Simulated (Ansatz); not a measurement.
# Fe3As: relaxing a made-up structure

Starting from a made-up structure for Fe3As, the aim is the relaxed cell, its shortest contacts and, where a second run follows, its electronic structure.

Calculated with Ansatz 0.2.0; DFT, PBE, plane-wave PAW, files of the set soft_1, scalar-relativistic, ferromagnetic start, cell and ions relaxed at zero pressure; PAW set soft_1, in the first sound run; inputs show where later runs differ.

### Step 1. Set-up

The structure is orthorhombic, space group Cmcm (No. 63). The conventional cell has a = 3.613 Å, b = 16.803 Å, c = 3.851 Å, α = 90.00°, β = 90.00°, γ = 90.00°. Nearest to As lie 9 Fe at 2.52 to 2.69 Å. Nearest to Fe lie 5 As at 2.53 to 2.69 Å and 2 Fe at 2.79 Å. Nearest to Fe lie 2 As at 2.52 Å and 8 Fe at 2.64 to 2.69 Å. Nearest to Fe lie 2 As at 2.52 Å and 8 Fe at 2.64 to 2.79 Å. Farther neighbours are not listed.

As a file:

```cif
data_structure
_symmetry_space_group_name_H-M 'P 1'
_symmetry_Int_Tables_number 1
_cell_length_a 8.5935
_cell_length_b 8.5935
_cell_length_c 3.8510
_cell_angle_alpha 90.000
_cell_angle_beta 90.000
_cell_angle_gamma 155.730
_cell_volume 116.90
loop_
_atom_site_label
_atom_site_type_symbol
_atom_site_fract_x
_atom_site_fract_y
_atom_site_fract_z
_atom_site_occupancy
As1 As 0.65960 0.34040 0.25000 1
As2 As 0.34040 0.65960 0.75000 1
Fe3 Fe 0.81020 0.18980 0.25000 1
Fe4 Fe 0.18980 0.81020 0.75000 1
Fe5 Fe 0.05530 0.94470 0.25000 1
Fe6 Fe 0.94470 0.05530 0.75000 1
Fe7 Fe 0.43690 0.56310 0.25000 1
Fe8 Fe 0.56310 0.43690 0.75000 1
```

### Step 2. Relaxation of the guess

The guessed cell has no reason to be at equilibrium. It is relaxed with the atoms, within the space group of the guess.

Contents of input.yaml:

```yaml
crystal:
  lattice:
    - [1.8065, -8.4015, 0.0]
    - [1.8065, 8.4015, 0.0]
    - [0.0, 0.0, 3.851]
  atoms:
    - { symbol: As, position: [0.6596, 0.3404, 0.25] }
    - { symbol: As, position: [0.3404, 0.6596, 0.75] }
    - { symbol: Fe, position: [0.8102, 0.1898, 0.25], spin: 3.0 }
    - { symbol: Fe, position: [0.1898, 0.8102, 0.75], spin: 3.0 }
    - { symbol: Fe, position: [0.0553, 0.9447, 0.25], spin: 3.0 }
    - { symbol: Fe, position: [0.9447, 0.0553, 0.75], spin: 3.0 }
    - { symbol: Fe, position: [0.4369, 0.5631, 0.25], spin: 3.0 }
    - { symbol: Fe, position: [0.5631, 0.4369, 0.75], spin: 3.0 }
magnetization:
  spin_polarized: true
kpoints:
  mp_grid: { grid: [8, 8, 7] }
scf:
  occupations: { method: fermi_dirac, width: 0.05 }
hamiltonian:
  xc: pbe
  pseudopotentials: { kind: paw, azcp: { folder: soft_1 } }
relax:
  f_tol: 0.015
  max_steps: 70
  cell: {}
output:
  forces: true
  stress: true
```

Started as:

```sh
> ansatz run input.yaml --threads 4 --pin off --max-ram 10240MiB --backend cpu --events-out ev --progress --plain --runs-dir out
```

Numbers of over 12 decimals in the logs are rounded to 6 here.

Log:

```text
basis.fft_grid_basis auto: the FFT boxes are laid along the combinations [[1, 1, 0], [0, 1, 0], [0, 0, 1]] of the cell's own vectors, 3.613, 8.594 and 3.851 Å long. The dense box has 25×60×27 points. Along the cell's own vectors, as sized, it would have 60×60×27, 2.40 times as many. Of the 8 symmetry operations that the crystal satisfies within crystal.symmetry.tolerance (time reversal apart; of a slab, those that ke [...]
Engine: ansatz 0.2.0, aarch64-unknown-linux-gnu
Pseudopotentials: kind: paw
Pseudopotential: As, paw, valence charge 15, recommended cutoff 420 eV (normal), soft_1/As.paw.azcp
Pseudopotential: Fe, paw, valence charge 16, recommended cutoff 420 eV (normal), soft_1/Fe.paw.azcp
Functional definition: PBE
  parameter kappa = 0.804
  parameter beta = 0.066725
  exchange = pbe_x(kappa = kappa, mu = beta*pi^2/3)
  correlation = pbe_c(beta = beta)
Crystal: 8 atoms, lattice volume = 116.896 Å³
Basis set: ecut = 420 eV, 2291 PW (Γ), FFT grids on a1+a2, a2, a3, exchange–correlation on 50×120×54 points (8 copies of the dense FFT grid, shifted against one another)
Bands: 87, of which v1, the nominal top of the filled ones, is band 63 counted from 1 (62 counted from 0)
Symmetry: 8 space group operations
Space group: Cmcm (ITA 63), of the structure as read, at distance tolerance 4.9e-5 Å
Magnetic group: BNS 63.457 (UNI 555), of the structure as read, at distance tolerance 4.9e-5 Å
k-points: 84 of 448
Non-local potential: As, projectors of the file, l = 0: 2, l = 1: 2, l = 2: 3, l = 3: 1
Non-local potential: Fe, projectors of the file, l = 0: 3, l = 1: 2, l = 2: 3, l = 3: 1
PAW form: soft (Blöchl's): semilocal exchange-correlation on the pseudo side does not see the compensation charge
PAW one-centre angular grid: As, 590 points (default); XC on 64 Gauss nodes
PAW one-centre angular grid: Fe, 590 points (default); XC on 64 Gauss nodes
Initial density: superposition of atomic densities (chi_scale 0.1, normalization cell)
Starting moments: Σ|m| = 18 μB on 6 of 8 sites
Initial wavefunctions: pseudopotential atomic-orbital guess
Functional: x = pbe(κ = 0.804, μ = 0.219515), c = pbe(β = 0.066725)
SCF iter   1: F=—  HF=-36591.719137 eV  |F-HF|=—  |Δ(HF+E_count)|=         —  Δρ=4.10e-2 (↑1.53e-2 ↓4.10e-2)  dr2=5.74e0  dr2_m=4.38e-1  M=16.732 μB ∫|m|=17.362 μB  β_m=0.30  ethr=3.10e-3  ⟨swp⟩=5.7  Hψ=49280  notcnv=0  defer=9
Mixer restart at iter 1: flushing history
preconditioner: auto → Kerker (q_TF=auto, 2.763 Å⁻¹)  [metal: Δε(μ)=0.003 eV  Ē_g=7.748 eV  σ=0.050 eV  W_gap=0.02  n_scr=44 (ndim 8)  ℏωp=26.2 eV  f_vac=0.000  D(μ)=7.26/eV (n_scr^D=68)]
spin=Collinear: Kerker preconditioning applied to the charge; magnetization (m = ρ↑ − ρ↓) channel mixes plain (no charge-response kernel on spin).
SCF iter   2: F=—  HF=-36592.082399 eV  |F-HF|=—  |Δ(HF+E_count)|=   3.63e-1  Δρ=2.52e-2 (↑1.39e-2 ↓2.52e-2)  dr2=4.55e0  dr2_m=2.65e-1  M=16.574 μB ∫|m|=17.322 μB  β_m=0.51  ethr=3.10e-3  ⟨swp⟩=2.0  Hψ=18933  notcnv=0  defer=1600
SCF iter   3: F=—  HF=-36593.963528 eV  |F-HF|=—  |Δ(HF+E_count)|=    1.88e0  Δρ=1.30e-2 (↑8.56e-3 ↓1.30e-2)  dr2=3.05e0  dr2_m=5.18e-2  M=16.173 μB ∫|m|=17.117 μB  β_m=0.76  ethr=3.10e-3  ⟨swp⟩=2.0  Hψ=16575  notcnv=0  defer=1686
SCF iter   4: F=—  HF=-36594.554916 eV  |F-HF|=—  |Δ(HF+E_count)|=   5.91e-1  Δρ=1.18e-2 (↑7.99e-3 ↓1.18e-2)  dr2=1.27e0  dr2_m=7.98e-3  M=15.679 μB ∫|m|=16.794 μB  β_m=0.76  ethr=2.42e-3  ⟨swp⟩=2.0  Hψ=18914  notcnv=0  defer=1681
SCF iter   5: F=—  HF=-36594.461030 eV  |F-HF|=—  |Δ(HF+E_count)|=   9.39e-2  Δρ=7.90e-3 (↑4.83e-3 ↓7.90e-3)  dr2=1.43e-1  dr2_m=8.82e-3  M=15.437 μB ∫|m|=16.520 μB  β_m=0.88  ethr=1.01e-3  ⟨swp⟩=2.1  Hψ=19971  notcnv=0  defer=1681
SCF iter   6: F=—  HF=-36594.523792 eV  |F-HF|=—  |Δ(HF+E_count)|=         —  Δρ=1.01e-2 (↑1.01e-2 ↓2.30e-3)  dr2=1.02e-1  dr2_m=2.42e-2  M=15.444 μB ∫|m|=16.538 μB  β_m=0.88  ethr=1.13e-4  ⟨swp⟩=2.9  Hψ=31203  notcnv=0  defer=1645
Mixer restart at iter 6: flushing history
SCF iter   7: F=—  HF=-36594.544506 eV  |F-HF|=—  |Δ(HF+E_count)|=   2.07e-2  Δρ=1.17e-2 (↑8.27e-3 ↓1.17e-2)  dr2=4.44e-1  dr2_m=5.27e-3  M=15.391 μB ∫|m|=16.484 μB  β_m=0.56  ethr=8.08e-5  ⟨swp⟩=3.0  Hψ=29733  notcnv=0  defer=1646  recentre
SCF iter   8: F=—  HF=-36594.491158 eV  |F-HF|=—  |Δ(HF+E_count)|=   5.33e-2  Δρ=4.65e-3 (↑4.65e-3 ↓1.20e-3)  dr2=1.66e-2  dr2_m=5.79e-3  M=15.433 μB ∫|m|=16.527 μB  β_m=0.80  ethr=8.08e-5  ⟨swp⟩=3.0  Hψ=31227  notcnv=0  defer=1645
SCF iter   9: F=—  HF=-36594.484720 eV  |F-HF|=—  |Δ(HF+E_count)|=   6.44e-3  Δρ=6.83e-4 (↑6.83e-4 ↓4.98e-4)  dr2=8.58e-4  dr2_m=3.72e-5  M=15.422 μB ∫|m|=16.516 μB  β_m=0.70  ethr=1.31e-5  ⟨swp⟩=2.0  Hψ=26705  notcnv=0  defer=1645
SCF iter  10: F=—  HF=-36594.484388 eV  |F-HF|=—  |Δ(HF+E_count)|=   3.32e-4  Δρ=4.54e-4 (↑2.82e-4 ↓4.54e-4)  dr2=3.51e-4  dr2_m=5.23e-5  M=15.428 μB ∫|m|=16.522 μB  β_m=0.85  ethr=6.81e-7  ⟨swp⟩=2.0  Hψ=25834  notcnv=0  defer=1645
SCF iter  11: F=—  HF=-36594.484526 eV  |F-HF|=—  |Δ(HF+E_count)|=   1.38e-4  Δρ=2.98e-4 (↑1.90e-4 ↓2.98e-4)  dr2=3.39e-4  dr2_m=7.79e-6  M=15.429 μB ∫|m|=16.523 μB  β_m=0.74  ethr=2.78e-7  ⟨swp⟩=2.4  Hψ=24412  notcnv=0  defer=1645
SCF iter  12: F=—  HF=-36594.484498 eV  |F-HF|=—  |Δ(HF+E_count)|=   2.76e-5  Δρ=1.09e-4 (↑1.09e-4 ↓1.01e-4)  dr2=1.26e-4  dr2_m=1.62e-6  M=15.430 μB ∫|m|=16.524 μB  β_m=0.76  ethr=2.69e-7  ⟨swp⟩=2.0  Hψ=21060  notcnv=0  defer=1645
SCF iter  13: F=—  HF=-36594.484492 eV  |F-HF|=—  |Δ(HF+E_count)|=   5.74e-6  Δρ=1.33e-4 (↑3.70e-5 ↓1.33e-4)  dr2=3.38e-5  dr2_m=3.19e-6  M=15.429 μB ∫|m|=16.523 μB  β_m=0.88  ethr=1.00e-7  ⟨swp⟩=1.3  Hψ=14769  notcnv=0  defer=1645
SCF iter  14: F=—  HF=-36594.484495 eV  |F-HF|=—  |Δ(HF+E_count)|=   3.06e-6  Δρ=8.59e-5 (↑5.25e-5 ↓8.59e-5)  dr2=1.92e-5  dr2_m=1.16e-6  M=15.428 μB ∫|m|=16.523 μB  β_m=0.71  ethr=2.69e-8  ⟨swp⟩=2.0  Hψ=17706  notcnv=0  defer=1645
SCF iter  15: F=—  HF=-36594.484494 eV  |F-HF|=—  |Δ(HF+E_count)|=   1.30e-6  Δρ=2.05e-5 (↑1.07e-5 ↓2.05e-5)  dr2=9.16e-7  dr2_m=6.96e-8  M=15.428 μB ∫|m|=16.523 μB  β_m=0.77  ethr=1.53e-8  ⟨swp⟩=2.0  Hψ=17565  notcnv=0  defer=1645
SCF iter  16: F=—  HF=-36594.484494 eV  |F-HF|=—  |Δ(HF+E_count)|=   2.99e-8  Δρ=6.46e-6 (↑4.15e-6 ↓6.46e-6)  dr2=4.82e-8  dr2_m=1.68e-8  M=15.428 μB ∫|m|=16.523 μB  β_m=0.88  ethr=7.27e-10  ⟨swp⟩=2.0  Hψ=18071  notcnv=0  defer=1645
SCF iter  17: F=—  HF=-36594.484494 eV  |F-HF|=—  |Δ(HF+E_count)|=   2.09e-8  Δρ=5.55e-6 (↑1.12e-6 ↓5.55e-6)  dr2=5.44e-8  dr2_m=7.43e-9  M=15.428 μB ∫|m|=16.523 μB  β_m=0.88  ethr=3.83e-11  ⟨swp⟩=2.0  Hψ=24573  notcnv=0  defer=1645
[...]
SCF iter   2: F=—  HF=-36595.580336 eV  |F-HF|=—  |Δ(HF+E_count)|=   1.26e-4  Δρ=2.10e-4 (↑2.10e-4 ↓1.41e-4)  dr2=1.08e-5  dr2_m=1.86e-5  M=12.916 μB ∫|m|=13.830 μB  β_m=0.54  ethr=3.85e-7  ⟨swp⟩=2.0  Hψ=18237  notcnv=0
SCF iter   3: F=—  HF=-36595.580444 eV  |F-HF|=—  |Δ(HF+E_count)|=   1.08e-4  Δρ=1.04e-4 (↑1.04e-4 ↓5.24e-5)  dr2=9.03e-6  dr2_m=1.37e-6  M=12.911 μB ∫|m|=13.826 μB  β_m=0.54  ethr=8.55e-9  ⟨swp⟩=2.4  Hψ=25803  notcnv=0
SCF iter   4: F=—  HF=-36595.580506 eV  |F-HF|=—  |Δ(HF+E_count)|=   6.14e-5  Δρ=8.19e-5 (↑4.03e-5 ↓8.19e-5)  dr2=1.08e-5  dr2_m=1.71e-6  M=12.910 μB ∫|m|=13.825 μB  β_m=0.54  ethr=7.17e-9  ⟨swp⟩=2.0  Hψ=17334  notcnv=0
SCF iter   5: F=—  HF=-36595.580562 eV  |F-HF|=—  |Δ(HF+E_count)|=   5.67e-5  Δρ=6.62e-5 (↑4.13e-5 ↓6.62e-5)  dr2=5.56e-6  dr2_m=2.07e-6  M=12.908 μB ∫|m|=13.822 μB  β_m=0.77  ethr=7.17e-9  ⟨swp⟩=2.0  Hψ=21025  notcnv=0
SCF iter   6: F=—  HF=-36595.580601 eV  |F-HF|=—  |Δ(HF+E_count)|=   3.88e-5  Δρ=6.12e-5 (↑6.12e-5 ↓3.11e-5)  dr2=1.65e-6  dr2_m=1.62e-6  M=12.904 μB ∫|m|=13.818 μB  β_m=0.73  ethr=4.41e-9  ⟨swp⟩=2.0  Hψ=25083  notcnv=0
SCF iter   7: F=—  HF=-36595.580601 eV  |F-HF|=—  |Δ(HF+E_count)|=   3.86e-7  Δρ=1.83e-5 (↑1.83e-5 ↓1.67e-5)  dr2=1.64e-6  dr2_m=4.85e-8  M=12.901 μB ∫|m|=13.816 μB  β_m=0.72  ethr=1.31e-9  ⟨swp⟩=2.0  Hψ=25249  notcnv=0
SCF iter   8: F=—  HF=-36595.580602 eV  |F-HF|=—  |Δ(HF+E_count)|=   1.12e-7  Δρ=1.72e-5 (↑1.72e-5 ↓1.54e-5)  dr2=1.33e-6  dr2_m=5.60e-8  M=12.901 μB ∫|m|=13.815 μB  β_m=0.86  ethr=1.30e-9  ⟨swp⟩=2.0  Hψ=16398  notcnv=0
SCF iter   9: F=—  HF=-36595.580603 eV  |F-HF|=—  |Δ(HF+E_count)|=   1.23e-6  Δρ=9.90e-6 (↑8.65e-6 ↓9.90e-6)  dr2=4.93e-7  dr2_m=1.32e-8  M=12.901 μB ∫|m|=13.816 μB  β_m=0.87  ethr=1.05e-9  ⟨swp⟩=2.0  Hψ=17923  notcnv=0
SCF iter  10: F=—  HF=-36595.580603 eV  |F-HF|=—  |Δ(HF+E_count)|=   3.02e-7  Δρ=1.98e-6 (↑1.98e-6 ↓1.82e-6)  dr2=1.88e-8  dr2_m=2.94e-10  M=12.902 μB ∫|m|=13.816 μB  β_m=0.93  ethr=3.92e-10  ⟨swp⟩=2.0  Hψ=22319  notcnv=0
SCF iter  11: F=—  HF=-36595.580603 eV  |F-HF|=—  |Δ(HF+E_count)|=   2.12e-8  Δρ=1.72e-6 (↑1.72e-6 ↓1.29e-6)  dr2=5.74e-9  dr2_m=6.87e-10  M=12.902 μB ∫|m|=13.816 μB  β_m=0.77  ethr=1.49e-11  ⟨swp⟩=2.0  Hψ=23293  notcnv=0
SCF iter  12: F=—  HF=-36595.580603 eV  |F-HF|=—  |Δ(HF+E_count)|=   1.64e-9  Δρ=6.45e-7 (↑4.38e-7 ↓6.45e-7)  dr2=1.53e-9  dr2_m=2.85e-11  M=12.902 μB ∫|m|=13.816 μB  β_m=0.89  ethr=4.56e-12  ⟨swp⟩=2.4  Hψ=23404  notcnv=0
SCF iter  13: F=—  HF=-36595.580603 eV  |F-HF|=—  |Δ(HF+E_count)|=  1.82e-10  Δρ=4.66e-7 (↑4.40e-7 ↓4.66e-7)  dr2=7.25e-10  dr2_m=2.12e-11  M=12.902 μB ∫|m|=13.816 μB  β_m=0.86  ethr=1.21e-12  ⟨swp⟩=2.0  Hψ=25051  notcnv=0
SCF iter  14: F=—  HF=-36595.580603 eV  |F-HF|=—  |Δ(HF+E_count)|=  7.13e-10  Δρ=2.41e-7 (↑2.41e-7 ↓1.91e-7)  dr2=5.28e-11  dr2_m=2.95e-11  M=12.902 μB ∫|m|=13.816 μB  β_m=0.93  ethr=1.00e-12  ⟨swp⟩=2.3  Hψ=24326  notcnv=0
SCF iter  15: F=—  HF=-36595.580603 eV  |F-HF|=—  |Δ(HF+E_count)|=    0.00e0  Δρ=1.81e-7 (↑1.81e-7 ↓1.58e-7)  dr2=9.81e-11  dr2_m=2.24e-12  M=12.902 μB ∫|m|=13.816 μB  β_m=0.81  ethr=1.00e-12  ⟨swp⟩=2.0  Hψ=17637  notcnv=0
SCF iter  16: F=—  HF=-36595.580603 eV  |F-HF|=—  |Δ(HF+E_count)|=  1.46e-11  Δρ=7.14e-8 (↑7.14e-8 ↓2.67e-8)  dr2=3.14e-12  dr2_m=1.38e-12  M=12.902 μB ∫|m|=13.816 μB  β_m=0.71  ethr=1.00e-12  ⟨swp⟩=1.0  Hψ=14623  notcnv=0
SCF iter  17: F=—  HF=-36595.580603 eV  |F-HF|=—  |Δ(HF+E_count)|=  7.28e-12  Δρ=2.28e-8 (↑2.28e-8 ↓1.81e-8)  dr2=1.75e-12  dr2_m=1.36e-13  M=12.902 μB ∫|m|=13.816 μB  β_m=0.67  ethr=1.00e-12  ⟨swp⟩=1.0  Hψ=14616  notcnv=0
SCF iter  18: F=-36595.580603 eV  HF=-36595.580603 eV  |F-HF|=7.28e-12  |Δ(HF+E_count)|=  7.28e-12  Δρ=2.25e-8 (↑2.16e-8 ↓2.25e-8)  dr2=3.27e-12  dr2_m=5.00e-15  M=12.902 μB ∫|m|=13.816 μB  ethr=1.00e-12  ⟨swp⟩=2.0  Hψ=38324  notcnv=0
SCF 10 converged in 18 iterations: F = -36595.580603 eV  dr2 = 3.27e-12
relax step  10: F+E_penalty+E_count = -36595.58060313 eV  Δ(F+E_penalty+E_count) = +1.280e-2 eV  max|allowed force component| = 1.756e-3 eV/Å  Δτ_max = 0.0000 Å  P = +0.013 GPa  Ω = 100.147 Å³  stress off target by 4.42e-2 GPa  SCF on the basis re-selected at this cell (its energy is not comparable with the rows above)  (18 SCF iters)
basis re-selected at this cell: Δ(F+E_penalty+E_count) = +1.280e-2 eV, ΔP = +0.012 GPa vs the last step (what re-selecting the basis moved, of the pressure what is left beyond the Pulay correction that the steps carried, after the strain that the cell walked since its last selection, with what the two solves' SCF thresholds leave and, on support functions, any second-order correction that the steps lacked; it is no measure of the basis error at this ecutwfc). The dense FFT grid was sized anew with the basis: this SCF ran on 24×60×27 points, the steps before it on 25×60×27, so part of this shift can come from that change (see relax.cell in the input reference). [rest of the remark cut]
SCF converged after 18 iterations
Magnetization: 12.9019 μB (69.4510 up, 56.5490 down)
Absolute magnetization: 13.8174 μB (∫|ρ↑−ρ↓|, with the PAW one-centre terms)
Spin contamination: 0.2359 ħ² per cell (⟨S²⟩ above its minimum at these occupations)
Per-site moments (μB) at R_I (Å): [(-0.052130, 0.976372), (-0.052130, 0.976372), (1.990206, 0.976372), (1.990206, 0.976372), (1.998098, 0.978902), (1.998098, 0.978902), (2.576966, 1.028498), (2.576966, 1.028498)]
Free energy (F): -36595.580603 eV
Harris-Foulkes:  -36595.580603 eV  (|F-HF|=7.28e-12)
Internal energy: -36595.534818 eV  (E = F + TS)
E sigma→0 (E₀):  -36595.557710 eV
Entropy (-TS):   -0.045785 eV (-5.723 meV/atom)
Fermi energy:    17.637616 eV
--- Per-component energies (eV) ---
  E_band       = -1653.904500
  E_kinetic    = 2184.238859
  E_local      = -16596.016850  (includes V_loc(G=0)·N_el)
  E_nonlocal   = 965.567714
  E_hartree    = 7493.053729
  E_xc         = -805.659141
  E_vxc        = -1001.956865  (∫ρ·V_xc dr)
  E_paw        = -12328.332250  (= ΣΔE_a)
  E_vpaw       = -2191.838319  (= ΣTr[D̂ρ^β])
  E_aug_tail   = -0.006337  (compensation charges beyond the density's cutoff)
  E_ewald      = -17508.380542
  E_smearing   = -0.045785  (= −TS)
  E_closure    = 0.000000  (closes the sum)
  Σ components = -36595.580603   (vs F -36595.580603, Δ=0.00e0)
--- Forces (eV/Å), atoms counted from 1 ---
  atom   1  As     0.00000000    -0.00084140     0.00000000
  atom   2  As     0.00000000     0.00084140     0.00000000
  atom   3  Fe     0.00000000    -0.00028932     0.00000000
  atom   4  Fe     0.00000000     0.00028932     0.00000000
  atom   5  Fe     0.00000000    -0.00071633     0.00000000
  atom   6  Fe     0.00000000     0.00071633     0.00000000
  atom   7  Fe     0.00000000     0.00175630     0.00000000
  atom   8  Fe     0.00000000    -0.00175630     0.00000000
  max |Σ_I F_I| component: 0.00e0 eV/Å
--- Stress (GPa, compression-positive) ---
       -0.025053       0.000000       0.000000
        0.000000       0.019348       0.000000
        0.000000       0.000000       0.044247
  P = ⅓ Tr σ = 0.0128 GPa (0.128 kbar)
--- Relaxed structure (9 steps of the walk, 9 accepted, 1 SCFs on fresh bases) ---
  F+E_penalty+E_count = -36595.58060313 eV   max|allowed force component| = 1.756e-3 eV/Å   (the final SCF, on the basis selected at the relaxed cell)
  cell:  # Å, volume = 100.1471 Å³
    - [1.532952, -8.271179, 0.0]
    - [1.532952, 8.271179, 0.0]
    - [0.0, 0.0, 3.949233]
  atoms:
    - { symbol: As, position: [0.666645, 0.333355, 0.250000] }
    - { symbol: As, position: [0.333355, 0.666645, 0.750000] }
    - { symbol: Fe, position: [0.809730, 0.190270, 0.250000] }
    - { symbol: Fe, position: [0.190270, 0.809730, 0.750000] }
    - { symbol: Fe, position: [0.057137, 0.942863, 0.250000] }
    - { symbol: Fe, position: [0.942863, 0.057137, 0.750000] }
    - { symbol: Fe, position: [0.438266, 0.561734, 0.250000] }
    - { symbol: Fe, position: [0.561734, 0.438266, 0.750000] }
```

It took 6.9 min on 4 threads of Arm Neoverse V2, shared host; peak memory 1.5 GiB; 26 min of CPU time.

Relaxation path:

```csv
step,energy less that of the first step (eV),largest force component (eV/Å),pressure (GPa),volume (Å³)
1,0.0000,0.4796,-12.87,116.90
2,-0.7958,0.2148,-2.78,104.72
3,-0.9149,0.2586,1.64,100.73
4,-1.0348,0.2856,2.91,98.88
5,-1.1030,0.1857,0.49,99.91
6,-1.1068,0.1139,-0.09,100.14
7,-1.1089,0.0115,0.11,100.08
8,-1.1088,0.0053,-0.06,100.20
9,-1.1089,0.0005,0.00,100.15
10*,-1.0961,0.0018,0.01,100.15
```

Relaxation steps marked * repeat the geometry before them on a plane-wave basis chosen anew for their cell, so energy and pressure can jump there.

The run keeps the 8 symmetry operations that it works with, so distortions that break them were not tested.

```csv
cell as run,before,after,change
a (Å),8.594,8.412,-2.1 %
b (Å),8.594,8.412,-2.1 %
c (Å),3.851,3.949,+2.6 %
γ (°),155.73,159.00,+2.1 %
volume (Å³/atom),14.61,12.52,-14.3 %
```

The atoms that moved most (Å, as changes of fractional coordinates times the final cell):

```csv
atom,dx,dy,dz,length
As1,0.000,-0.117,0.000,0.117
As2,0.000,0.117,0.000,0.117
Fe6,0.000,0.030,0.000,0.030
Fe5,0.000,-0.030,0.000,0.030
Fe7,0.000,-0.023,0.000,0.023
Fe8,0.000,0.023,0.000,0.023
Fe4,0.000,-0.008,0.000,0.008
Fe3,0.000,0.008,0.000,0.008
```

Numbers from this step:

```
free energy             : -36595.5806 eV
energy at zero smearing : -36595.5577 eV
smearing term TS        : 0.04579 eV
Fermi energy            : 17.64 eV
magnetization           : 12.90 μB
absolute magnetization  : 13.82 μB
site moments            : -0.05213, -0.05213, 1.990, 1.990, 1.998, 1.998, 2.577, 2.577 μB
electrons               : 126
symmetry operations     : 8
pressure                : 0.01285 GPa
```

Site moment by atom:

```csv
atom,site moment (μB)
As1,-0.05
As2,-0.05
Fe3,1.99
Fe4,1.99
Fe5,2.00
Fe6,2.00
Fe7,2.58
Fe8,2.58
```

The shortest distance of each pair, which need not be the same contact before and after:

```csv
pair,guess (Å),relaxed (Å)
As–Fe,2.517,2.367
Fe–Fe,2.644,2.493
As–As,3.613,3.066
```

The relaxation ends with a largest force component of 0.0018 eV/Å and a pressure of 0.01 GPa.

(Part 1 of 2 ends here.)

[Logs are printed without paths, hosts, clocks, repeated set-up lines and the standing remarks that a program may print on its own settings, such as how far it seeks lower states.]

[Hosts, paths, dates, database ids (printed as entryN), source tags and the programs' standing remarks are cut or masked in the printed files.]
